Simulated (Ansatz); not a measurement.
## P6_3/mmc (COD entry) Sr2MgAl3, size series (48 atoms): repeated cells from small to large

Aim: repeat one cell of P6_3/mmc (COD entry) Sr2MgAl3, size series (48 atoms) to ever larger supercells at Γ and follow error, time and memory.

Program: Ansatz 0.2.0. Level of theory: Kohn-Sham DFT, LDA, PAW (set soft_2), plane waves. Results are calculated unless marked as measured.

Report form: the programs' logs are mostly left out.

### Step 1. The structure

The cell holds 48 atoms: 16 Sr, 8 Mg and 24 Al. Its edges and angles: a = 12.740 Å, b = 12.740 Å, c = 10.140 Å, α = 90.0°, β = 90.0°, γ = 120.0°. It derives from Sr2MgAl3 (P6_3/mmc, COD entry), repeated 2×2×1. P6_3/mmc (COD entry) Sr2MgAl3 (cell 6.37, 6.37, 10.14, 90, 90, 120), 2 x 2 x 1 conventional cells; every coordinate displaced by a Gaussian of 0.08 Å.

### Step 2. Plane waves, typed cell on a dense mesh

The typed cell on a k-mesh is the yardstick: it samples like Γ on the cell repeated as often as the mesh has points along each axis. Its own convergence isn't tested.

input.yaml reads:

```yaml
crystal:
  lattice:
    - [12.7398, 0.0, 0.0]
    - [-6.3699, 11.03299, 0.0]
    - [0.0, 0.0, 10.14]
  atoms:
    - { symbol: Sr, position: [0.1669, 0.32327, 0.05948] }
    - { symbol: Sr, position: [0.33194, 0.16829, 0.55517] }
    - { symbol: Sr, position: [0.34004, 0.16929, 0.93599] }
    - { symbol: Sr, position: [0.17512, 0.33472, 0.43734] }
    - { symbol: Mg, position: [0.99173, 0.9897, 0.98986] }
    - { symbol: Mg, position: [0.99749, 0.00195, 0.51628] }
    - { symbol: Al, position: [0.42288, 0.32746, 0.23916] }
    - { symbol: Al, position: [0.16216, 0.07646, 0.24413] }
[... 36 atom lines left out ...]
    - { symbol: Al, position: [0.91574, 0.59302, 0.25888] }
    - { symbol: Al, position: [0.59532, 0.66441, 0.75874] }
    - { symbol: Al, position: [0.82589, 0.91577, 0.75104] }
    - { symbol: Al, position: [0.58559, 0.91154, 0.73759] }
kpoints:
  mp_grid: { grid: [3, 3, 4] }
hamiltonian:
  xc: lda
scf:
  occupations: { method: cold, width: 0.15 }
output:
  forces: true
  stress: true
  populations: true
  dos:
    method: { smearing: { sigma: 0.1 } }
    de: 0.1
    projected: { site_lists: { Al: [Al], Mg: [Mg], Sr: [Sr] } }
  eigenvalues: true
```

Command:

```bash
ansatz run input.yaml --threads 4 --pin off --max-ram 8192MiB --backend cpu --events-out ev --progress --plain --runs-dir out
```

Elapsed: 5.9 min, on 4 threads of Arm Neoverse V1, shared host; peak memory 6.8 GiB.

The run gave:

| Item | Value |
| --- | --- |
| free energy | -82633.7937 eV |
| free energy per atom | -1721.5374 eV/atom |
| SCF cycles | 7 |
| pressure | -6.244 GPa |
| r.m.s. force component | 0.1672 eV/Å |
| longest force | 0.6079 eV/Å |
| Fermi energy | 5.459 eV |
| levels partly filled by over 2 per cent | 104 |
| spilling of the projection | 0.02265 |

The r.m.s. force component of 0.17 eV/Å sets the scale for the differences below.

### Step 3. Plane waves, 48 atoms

The typed cell is solved at Γ alone, the coarsest sampling of the series.

input.yaml, the sections that differ from step 2:

```yaml
kpoints:
  mp_grid: { grid: [1, 1, 1] }
output:
  forces: true
# crystal, hamiltonian, scf: as in step 2
```

Elapsed: 7.1 s, on 4 threads; peak memory 1.1 GiB.

It converged in 9 SCF cycles; the log is left out.

The energy lies 26.6 meV/atom above the dense-mesh reference.

### Step 4. Support functions, 48 atoms

The typed cell is solved at Γ alone, now in support functions.

This step: Kohn-Sham DFT, LDA, PAW (set soft_2), localised support functions (medium) (Ansatz 0.2.0).

input.yaml: that of step 3 with these lines changed.

```diff
@@ -13,2 +13,4 @@
   occupations: { method: cold, width: 0.15 }
+  eigensolver: { kind: { support_functions: { accuracy: medium } } }
+  max_iter: 150
 output:
```

Wall time 67 s (4 threads); peak memory 2.3 GiB.

The program notes that the band table was not solved further than the SCF left it and it switched symmetry off.

It converged in 12 SCF cycles; the log is left out.

The energy lies 26.2 meV/atom above the dense-mesh reference, and 0.37 meV/atom below plane waves of the same size, an offset between the two bases that leaves the sampling error alike.

### Step 5. Plane waves, 96 atoms

The cell is repeated and solved at Γ in plane waves, whose cost grows towards the cube of the size.

This step: Kohn-Sham DFT, LDA, PAW (set soft_2), plane waves (Ansatz 0.2.0).

input.yaml, the sections that differ from step 4:

```yaml
crystal:
  lattice:
    - [12.7398, 0.0, 0.0]
    - [-6.3699, 11.03299, 0.0]
    - [0.0, 0.0, 10.14]
  atoms:
    [... the 48 atom lines of step 2 ...]
  supercell: [1, 1, 2]
scf:
  occupations: { method: cold, width: 0.15 }
# kpoints, hamiltonian, output: as in step 4
```

Run time: 36 s. Hardware: 4 threads; peak memory 3 GiB.

The energy lies 13.0 meV/atom below the dense-mesh reference.

### Step 6. Support functions, 96 atoms

The repeated cell is solved at Γ in support functions.

This step: Kohn-Sham DFT, LDA, PAW (set soft_2), localised support functions (medium) (Ansatz 0.2.0).

input.yaml: that of step 5 with these lines changed.

```diff
@@ -14,2 +14,4 @@
   occupations: { method: cold, width: 0.15 }
+  eigensolver: { kind: { support_functions: { accuracy: medium } } }
+  max_iter: 150
 output:
```

Elapsed: 2 min, on 4 threads; peak memory 4.1 GiB.

The energy lies 13.4 meV/atom below the dense-mesh reference, and 0.39 meV/atom below plane waves of the same size, an offset between the two bases that leaves the sampling error alike.

### Step 7. Cost and error against size

Differences are against the typed cell on a 3×3×4 mesh, which samples like Γ on 1728 atoms (r.m.s. force component 0.167 eV/Å). Every repeated cell is solved at Γ, and forces are averaged over the copies of each atom. Hardware: 4 threads of Arm Neoverse V1, shared host.

```
atoms  repeats              basis  Δ force, r.m.s. (meV/Å)  Δ energy (meV/atom)  less plane waves of the same size (meV/atom)  spread among copies (meV/Å)  SCF cycles   time  host memory (GiB)
   48    1×1×1        plane waves                      101                 26.6                                             -                            -           9  7.1 s                1.1
   48    1×1×1  support functions                      101                 26.2                                         -0.37                            -          12   67 s                2.3
   96    1×1×2        plane waves                     77.8                -13.0                                             -                            0           8   36 s                3.0
   96    1×1×2  support functions                     77.8                -13.4                                         -0.39                        0.058          11  2 min                4.1
```

### Step 8. The reference in detail

With the settings judged, the reference run is read for its physics.

Length of the force by element:

```
element  coordination  atoms  mean length of the force (eV/Å)  spread   least   most
     Al           all     24                            0.199  0.0948  0.0791  0.506
     Mg           all      8                            0.241  0.0955   0.140  0.430
     Sr           all     16                            0.363   0.116   0.155  0.608
```

Density of states as counts of states in windows of 0.5 eV (from the Fermi level), total and the larger projections:

```
from (eV)  to (eV)  total  Al p  Al s  Sr s  Mg s
      -10     -7.5    0.0   0.0   0.0   0.0   0.0
     -7.5       -7    0.1   0.0   0.0   0.0   0.0
       -7     -6.5    3.2   0.3   1.8   0.7   0.3
     -6.5       -6    7.5   1.3   4.7   0.8   0.6
       -6     -5.5    5.1   1.3   3.2   0.2   0.3
     -5.5       -5    6.2   2.2   3.2   0.5   0.2
       -5     -4.5    4.8   1.8   2.4   0.2   0.2
     -4.5       -4    2.3   0.9   1.2   0.1   0.1
       -4     -3.5    9.2   3.5   4.0   0.9   0.5
     -3.5       -3   12.5   4.2   6.3   0.6   1.0
       -3     -2.5    5.3   2.3   1.8   0.3   0.8
     -2.5       -2    5.2   3.4   0.4   0.6   0.6
       -2     -1.5   11.2   7.6   1.0   1.5   0.5
     -1.5       -1   14.9  10.7   1.3   1.2   0.5
       -1     -0.5   14.2  10.7   0.8   1.0   0.2
     -0.5        0   17.3  11.8   1.2   0.9   0.3
        0      0.5   16.5   9.5   1.8   1.0   0.8
      0.5        1   11.7   5.2   0.5   1.1   0.9
        1      1.5   14.9   4.7   1.4   1.9   0.7
      1.5        2   19.6   3.7   1.6   2.3   1.0
```

Between -26 and -10 eV lie 96 more states.

The stored curve holds about 215 of the 312 electrons; the rest, give or take the few that broadening carries across the Fermi level, lie in deeper levels below its range.

The levels nearest the highest filled one (over half full), pooled over k-points and spins:

```
level less the highest filled one (eV)  occupation
                               -0.0264        1.27
                               -0.0203        1.21
                               -0.0193        1.20
                               -0.0149        1.16
                               -0.0012        1.02
                                     0        1.01
                                0.0129       0.884
                                 0.013       0.883
                                 0.017       0.845
                                0.0187       0.829
                                0.0188       0.828
                                0.0197        0.82
```

Within 0.4 eV of the Fermi level the largest share is Al p (77 % of the projected weight).

### Step 9. Outcome

```yaml
free_energy_per_atom: -1721.5374 eV/atom
density: 2.614 g/cm³
pressure: -6.244 GPa
r_m_s_force_component: 0.1672 eV/Å
wall_time_of_the_5_dft_runs: 9.8 min
```

In words: Repeating the cell at Γ samples more k-points: in plane waves the energy difference from the dense mesh goes from 26.6 meV/atom at 48 atoms to -13.0 at 96, and the force difference from 101 to 78 meV/Å. At equal size the support functions lie 0.37 to 0.39 meV/atom below plane waves, likely because their grid holds more waves than 420 eV; no run tests this. At the largest size the support functions' forces differ from the reference by 47 % of the r.m.s. force, which holds the difference of sampling between the two as well as that of the basis.

104 levels are partly filled, by over 2 % (on the run's k-points), as in a metal.

**Limits.** The geometry starts from published positions, was displaced at random and isn't relaxed at this level: its force components are 0.17 eV/Å r.m.s. The pressure of -6.2 GPa shows the cell to be stretched for this functional.

[Logs are printed without paths, hosts, clocks, repeated set-up lines and the standing remarks that a program may print on its own settings, such as how far it seeks lower states.]

[Hosts, paths, dates, database ids (printed as entryN), source tags and the programs' standing remarks are cut or masked in the printed files.]
